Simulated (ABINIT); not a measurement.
# ZnSe (Stilleite): changed settings of a GW run in ABINIT

A base run on ZnSe (Stilleite), then changed inputs.

Method: PBE and many-body steps on it, plane waves, in ABINIT 10.8.3.

## (1) The starting structure

The structure is cubic, space group F-43m (No. 216). Conventional cell: a = 5.668 Å, b = 5.668 Å, c = 5.668 Å, α = 90.00°, β = 90.00°, γ = 90.00°. Nearest to Zn lie 4 Se at 2.45 Å. Se has 4 Zn at 2.45 Å nearest. Farther neighbours and most contacts between anions are not listed.

The cell and positions come from the Crystallography Open Database and are kept as given unless a step says otherwise.

## (2) Screening, 4×4×4 mesh, 153 bands, screening to 190.5 eV

This step: ABINIT 10.8.3; RPA screening on PBE, plane waves, norm-conserving pseudopotentials.

The RPA dielectric matrix is built and inverted for each q.

run.abi reads:

```
acell 3*1.0 Angstrom
rprim 
  -0.000000000000 2.833800000000 2.833800000000
  2.833800000000 -0.000000000000 2.833800000000
  2.833800000000 2.833800000000 0.000000000000
ntypat 2
znucl 30 34
natom 2
typat 1 2
xred 
  0.000000000000 0.000000000000 0.000000000000
  0.250000000000 0.250000000000 0.250000000000
pp_dirpath "pseudos"
pseudos "Zn.upf, Se.upf"
ecut 39
ngkpt 4 4 4
nshiftk 1
shiftk 0 0 0
kptopt 1
chksymbreak 0
istwfk *1
occopt 1
irdwfk 1
optdriver 3
nband 153
ecuteps 7
inclvkb 2
awtr 1
symchi 1
indata_prefix "in"
outdata_prefix "out"
tmpdata_prefix "tmp"
```

Command:

```console
$ OMP_NUM_THREADS=1 mpirun -n 4 abinit run.abi > log
```

Output:

```text
.Version 10.8.3 of ABINIT. v10.8.2 released Aug 2026.

 Symmetries : space group F-4 3 m (#216); Bravais cF (face-center cubic)
[... echo of the input left out ...]
== DATASET  1 ==================================================================
-   mpi_nproc: 4, omp_nthreads: 1 (-1 if OMP is not activated)

--- !DatasetInfo
iteration_state: {dtset: 1, }
dimensions: {natom: 2, nkpt: 8, mband: 153, nsppol: 1, nspinor: 1, nspden: 1, mpw: 3591, }
cutoff_energies: {ecut:  39.0, pawecutdg:  -1.0, }
electrons: {nelect:   3.60000000E+01, charge:   0.00000000E+00, occopt:   1.00000000E+00, tsmear:   1.00000000E-02, }

 SCREENING: Calculation of the susceptibility and dielectric matrices

 Based on a program developped by R.W. Godby, V. Olevano, G. Onida, and L. Reining.
 Incorporated in ABINIT by V. Olevano, G.-M. Rignanese, and M. Torrent.
.Using double precision arithmetic ; gwpc =  8

[... cell and pseudopotentials left out ...]
--------------------------------------------------------------------------------

 ==== K-mesh for the wavefunctions ====
 Number of points in the irreducible wedge :     8
[... list of points left out ...]
 Together with 24 symmetry operations and time-reversal symmetry
 yields    64 points in the full Brillouin Zone.

 ==== Q-mesh for the screening function ====
 Number of points in the irreducible wedge :     8
[... list of points left out ...]
 Together with 24 symmetry operations and time-reversal symmetry
 yields    64 points in the full Brillouin Zone.

 setmesh: FFT mesh size selected  =    32x   32x   32
          total number of points  =        32768

 vcoul_init : cutoff-mode = AUXILIARY_FUNCTION
 q-points for optical limit:   1
     1)      0.000010    0.000020    0.000030

- screening: taking advantage of time-reversal symmetry
- Maximum band index for partially occupied states nbvw = 18
- Remaining bands to be divided among processors   nbcw = 135
- Number of bands treated by each node ~33

 Number of electrons calculated from density =   36.0000; Expected =   36.0000
 average of density, n =  0.117211
 r_s =    1.2676
 omega_plasma =   33.0248 [eV]

 calculating chi0 at frequencies [eV] :
  1    0.000000E+00    0.000000E+00
  2    0.000000E+00    3.302477E+01

--------------------------------------------------------------------------------
  q-point number  1        q = ( 0.000000, 0.000000, 0.000000) [r.l.u.]
--------------------------------------------------------------------------------
[... chi0 elements left out ...]
 For q-point:  0.000010 0.000020 0.000030
  dielectric constant =  14.0448
  dielectric constant without local fields =  15.0042

  Average fulfillment of the sum rule on Im[epsilon] for q-point    1 :     57.71  [%]
[... wings left out ...]
  q-point number  2        q = ( 0.250000, 0.000000, 0.000000) [r.l.u.]
--------------------------------------------------------------------------------
[... chi0 elements left out ...]
  Average fulfillment of the sum rule on Im[epsilon] for q-point    2 :     69.26  [%]

 [... 6 further q-points ...]
```

Run time: 67 s. Hardware: 4 MPI ranks of Arm Neoverse V1, shared host; peak memory 1.3 GiB.

Numbers from this step:

```
ε∞ with local fields, on this mesh, along the program's q direction : 14.04
the same without local fields                                       : 15.00
plasma frequency                                                    : 33.02 eV
plane waves in the screening matrix                                 : 283
```

Local fields lower ε∞ by 6 %. On a Γ-centred mesh this coarse the value itself is usually too large, while a short band sum pulls it down.

## (3) Base

The self-energy is evaluated for the states that the input lists, and the levels follow from it, in one-shot runs by the linearised quasiparticle equation.

This step: G0W0 on PBE, plane waves, norm-conserving pseudopotentials.

run.abi, as its differences from that of step 2:

```diff
@@ -23,8 +23,15 @@
 irdwfk 1
-optdriver 3
+optdriver 4
 nband 153
+gwcalctyp 0
+ecutsigx 39
+symsigma 1
+nkptgw 1
+kptgw 
+  0.0000000000 0.0000000000 0.0000000000
+bdgw 
+  16 22
 ecuteps 7
-inclvkb 2
-awtr 1
-symchi 1
+irdscr 1
+ppmodel 1
 indata_prefix "in"
```

Output:

```text
.Version 10.8.3 of ABINIT. v10.8.2 released Aug 2026.

 Symmetries : space group F-4 3 m (#216); Bravais cF (face-center cubic)
[... echo of the input left out ...]
== DATASET  1 ==================================================================
-   mpi_nproc: 4, omp_nthreads: 1 (-1 if OMP is not activated)

--- !DatasetInfo
iteration_state: {dtset: 1, }
dimensions: {natom: 2, nkpt: 8, mband: 153, nsppol: 1, nspinor: 1, nspden: 1, mpw: 3591, }
cutoff_energies: {ecut:  39.0, pawecutdg:  -1.0, }
electrons: {nelect:   3.60000000E+01, charge:   0.00000000E+00, occopt:   1.00000000E+00, tsmear:   1.00000000E-02, }

 SIGMA: Calculation of the GW corrections

 Based on a program developped by R.W. Godby, V. Olevano, G. Onida, and L. Reining.
 Incorporated in ABINIT by V. Olevano, G.-M. Rignanese, and M. Torrent.
.Using double precision arithmetic ; gwpc =  8

[... cell and pseudopotentials left out ...]
--------------------------------------------------------------------------------

 ==== K-mesh for the wavefunctions ====
 Number of points in the irreducible wedge :     8
[... list of points left out ...]
 Together with 24 symmetry operations and time-reversal symmetry
 yields    64 points in the full Brillouin Zone.

 ==== Q-mesh for screening function ====
 Number of points in the irreducible wedge :     8
[... list of points left out ...]
 Together with 24 symmetry operations and time-reversal symmetry
 yields    64 points in the full Brillouin Zone.

 vcoul_init : cutoff-mode = AUXILIARY_FUNCTION
 q-points for optical limit:   1
     1)      0.000010    0.000020    0.000030
 setmesh: FFT mesh size selected  =    45x   45x   45
          total number of points  =        91125

 Number of electrons calculated from density =   36.0000; Expected =   36.0000
 average of density, n =  0.117211
 r_s =    1.2676
 omega_plasma =   33.0248 [eV]

 === KS Band Gaps ===
  >>>> For spin  1
   Minimum direct gap =   1.2881 [eV], located at k-point      :   0.0000  0.0000  0.0000
   Fundamental gap    =   1.2881 [eV], Top of valence bands at :   0.0000  0.0000  0.0000
                                       Bottom of conduction at :   0.0000  0.0000  0.0000
 SIGMA fundamental parameters:
 PLASMON POLE MODEL  1
 number of plane-waves for SigmaX                 3527
 number of plane-waves for SigmaC and W            283
 number of plane-waves for wavefunctions          3527
 number of bands                                   153
 number of independent spin polarizations            1
 number of spinorial components                      1
 number of k-points in IBZ                           8
 number of q-points in IBZ                           8
 number of symmetry operations                      24
 number of k-points in BZ                           64
 number of q-points in BZ                           64
 number of frequencies for dSigma/dE                 9
 frequency step for dSigma/dE [eV]                0.25
 number of omega for Sigma on real axis              0
 max omega for Sigma on real axis  [eV]           0.00
 zcut for avoiding poles [eV]                     0.10

 EPSILON^-1 parameters (SCR file):
 dimension of the eps^-1 matrix on file            283
 dimension of the eps^-1 matrix used               283
 number of plane-waves for wavefunctions          3527
 number of bands                                   153
 number of q-points in IBZ                           8
 number of frequencies                               2
 number of real frequencies                          1
 number of imag frequencies                          1

 matrix elements of self-energy operator (all in [eV])

 Perturbative Calculation

--- !SelfEnergy_ee
iteration_state: {dtset: 1, }
kpoint     : [   0.000,    0.000,    0.000, ]
spin       : 1
KS_gap     :    1.288
QP_gap     :    2.521
Delta_QP_KS:    1.233
data: !SigmaeeData |
     Band     E0 <VxcDFT>   SigX SigC(E0)      Z dSigC/dE  Sig(E)    E-E0       E
       16   3.405 -16.589 -20.446   2.207   0.799  -0.251 -17.908  -1.319   2.086
       17   3.405 -16.589 -20.446   2.207   0.799  -0.251 -17.908  -1.319   2.086
       18   3.405 -16.589 -20.446   2.207   0.799  -0.251 -17.908  -1.319   2.086
       19   4.693 -12.624  -8.875  -3.855   0.815  -0.226 -12.710  -0.086   4.607
       20   9.220 -10.891  -5.994  -4.454   0.813  -0.230 -10.531   0.360   9.580
       21   9.220 -10.891  -5.994  -4.454   0.813  -0.230 -10.531   0.360   9.580
       22   9.220 -10.891  -5.994  -4.454   0.813  -0.230 -10.531   0.360   9.580

== END DATASET(S) ==============================================================
================================================================================

 -outvars: echo values of variables after computation  --------
           etotal      0.0000000000E+00
            nband         153
             nkpt           8
          spgroup         216
 [... the other variables as echoed above ...]

 Calculation completed.
```

Run time: 12 s. Hardware: 4 MPI ranks; peak memory 1 GiB; 46 s of CPU time.

This step gave:

| Property | Result |
| --- | --- |
| G0W0 gap on the points computed | 2.521 eV |
| starting gap on the mesh | 1.288 eV |
| k of the valence top | 0, 0, 0 |
| k of the conduction bottom | 0, 0, 0 |
| Z at the valence top | 0.799 |
| Z at the conduction bottom | 0.815 |
| least direct G0W0 gap on the computed points | 2.521 eV |

The gap on the mesh goes from 1.29 eV to 2.52 eV, a correction of +1.23 eV.

## (4) Coulomb singularity

run.abi, as its differences from that of step 3:

```diff
@@ -36,2 +36,3 @@
 ppmodel 1
+gw_icutcoul 3
 indata_prefix "in"
```

Output:

```text
.Version 10.8.3 of ABINIT. v10.8.2 released Aug 2026.

 Symmetries : space group F-4 3 m (#216); Bravais cF (face-center cubic)
[... echo of the input left out ...]
== DATASET  1 ==================================================================
-   mpi_nproc: 4, omp_nthreads: 1 (-1 if OMP is not activated)

--- !DatasetInfo
iteration_state: {dtset: 1, }
dimensions: {natom: 2, nkpt: 8, mband: 153, nsppol: 1, nspinor: 1, nspden: 1, mpw: 3591, }
cutoff_energies: {ecut:  39.0, pawecutdg:  -1.0, }
electrons: {nelect:   3.60000000E+01, charge:   0.00000000E+00, occopt:   1.00000000E+00, tsmear:   1.00000000E-02, }

 SIGMA: Calculation of the GW corrections

 Based on a program developped by R.W. Godby, V. Olevano, G. Onida, and L. Reining.
 Incorporated in ABINIT by V. Olevano, G.-M. Rignanese, and M. Torrent.
.Using double precision arithmetic ; gwpc =  8

[... cell and pseudopotentials left out ...]
--------------------------------------------------------------------------------

 ==== K-mesh for the wavefunctions ====
 Number of points in the irreducible wedge :     8
[... list of points left out ...]
 Together with 24 symmetry operations and time-reversal symmetry
 yields    64 points in the full Brillouin Zone.

 ==== Q-mesh for screening function ====
 Number of points in the irreducible wedge :     8
[... list of points left out ...]
 Together with 24 symmetry operations and time-reversal symmetry
 yields    64 points in the full Brillouin Zone.

 vcoul_init : cutoff-mode = CRYSTAL
 q-points for optical limit:   1
     1)      0.000010    0.000020    0.000030
 setmesh: FFT mesh size selected  =    45x   45x   45
          total number of points  =        91125

 Number of electrons calculated from density =   36.0000; Expected =   36.0000
[...]
number of q-points in BZ                           64
 number of frequencies for dSigma/dE                 9
 frequency step for dSigma/dE [eV]                0.25
 number of omega for Sigma on real axis              0
 max omega for Sigma on real axis  [eV]           0.00
 zcut for avoiding poles [eV]                     0.10

 EPSILON^-1 parameters (SCR file):
 dimension of the eps^-1 matrix on file            283
 dimension of the eps^-1 matrix used               283
 number of plane-waves for wavefunctions          3527
 number of bands                                   153
 number of q-points in IBZ                           8
 number of frequencies                               2
 number of real frequencies                          1
 number of imag frequencies                          1

 matrix elements of self-energy operator (all in [eV])

 Perturbative Calculation

--- !SelfEnergy_ee
iteration_state: {dtset: 1, }
kpoint     : [   0.000,    0.000,    0.000, ]
spin       : 1
KS_gap     :    1.288
QP_gap     :    2.511
Delta_QP_KS:    1.223
data: !SigmaeeData |
     Band     E0 <VxcDFT>   SigX SigC(E0)      Z dSigC/dE  Sig(E)    E-E0       E
       16   3.405 -16.589 -20.037   2.017   0.806  -0.241 -17.742  -1.153   2.252
       17   3.405 -16.589 -20.037   2.017   0.806  -0.241 -17.742  -1.153   2.252
       18   3.405 -16.589 -20.037   2.017   0.806  -0.241 -17.742  -1.153   2.252
       19   4.693 -12.624  -8.875  -3.665   0.822  -0.216 -12.555   0.069   4.763
       20   9.220 -10.891  -5.994  -4.264   0.820  -0.220 -10.372   0.519   9.738
       21   9.220 -10.891  -5.994  -4.264   0.820  -0.220 -10.372   0.519   9.738
       22   9.220 -10.891  -5.994  -4.264   0.820  -0.220 -10.372   0.519   9.738

== END DATASET(S) ==============================================================
================================================================================

 -outvars: echo values of variables after computation  --------
           etotal      0.0000000000E+00
            nband         153
             nkpt           8
          spgroup         216
 [... the other variables as echoed above ...]

 Calculation completed.
```

Wall time 11 s (4 MPI ranks); peak memory 1 GiB; 45 s of CPU time.

Numbers from this step:

```yaml
g0w0_gap_on_the_points_computed: 2.511 eV
starting_gap_on_the_mesh: 1.288 eV
k_of_the_valence_top: 0, 0, 0
k_of_the_conduction_bottom: 0, 0, 0
z_at_the_valence_top: 0.806
z_at_the_conduction_bottom: 0.822
least_direct_g0w0_gap_on_the_computed_points: 2.511 eV
```

Against G0W0 in ABINIT (4×4×4 mesh, 153 bands, screening to 190.5 eV, Godby-Needs plasmon pole), the gap moves by −0.010 eV.

## (5) The runs together

Times are wall times on 4 MPI ranks of Arm Neoverse V1, shared host, good to a factor of about two. A run's time includes the screening step that it read.

```csv
run,mesh,bands,screening cutoff (eV),DFT gap (eV),gap on the mesh (eV),direct (eV),ε∞ used,time
base,4×4×4,153,190.5,1.288,2.521,2.521,14.04,79 s
Coulomb singularity,4×4×4,153,190.5,1.288,2.511,2.511,14.04,78 s
```

## (6) Summary of results

* base: 2.521 eV
* Coulomb singularity: 2.511 eV
* known limits: not at the basis limit; exchange with frozen shells missing; no spin-orbit coupling; coarse k mesh

In words: Coulomb singularity: −0.010 eV against base (keys changed: gw_icutcoul). Bands and cutoff are finite, so the gap is not at the basis limit. The miss can reach some tenths of an eV and take either sign; the mesh is an error of its own. In the first G0W0 run levels were corrected at 1 k point alone, so a gap called «on the mesh» is the least over those, and an edge elsewhere would be missed. The 4×4×4 mesh is coarse for this cell, which bears on the long-range parts of exchange and screening. The norm-conserving file of at least one element keeps a d shell over frozen s and p shells of the same row. Exchange with those shells is missing from the self-energy, an error of 0.3 to 0.9 eV in cases checked, whose sign depends on which edge lies on those atoms. The many-body steps are scalar-relativistic: spin-orbit coupling is not in them.

[Paths, hosts, dates, memory and timing lines, banners, echoed tables and standing remarks are left out of the program output.]

[Logs are printed without paths, hosts, clocks, repeated set-up lines and the standing remarks that a program may print on its own settings, such as how far it seeks lower states.]

[Runs of the session that timed out or met a known fault of the program may be left out.]

[No measured gap is set beside runs whose start may be inverted or whose files or cutoffs have a known fault.]

[Hosts, paths, dates, database ids (printed as entryN), source tags and the programs' standing remarks are cut or masked in the printed files.]

[G0W0 gaps are taken among the corrected bands and points alone; a level outside them can change the order at an edge.]

[Where Ansatz stands beside ABINIT at settings called matched, ABINIT's density can come from a denser mesh and the files from another edition; pairs whose starting gaps differed by over 0.03 eV were left out, so agreement reads better than it is.]
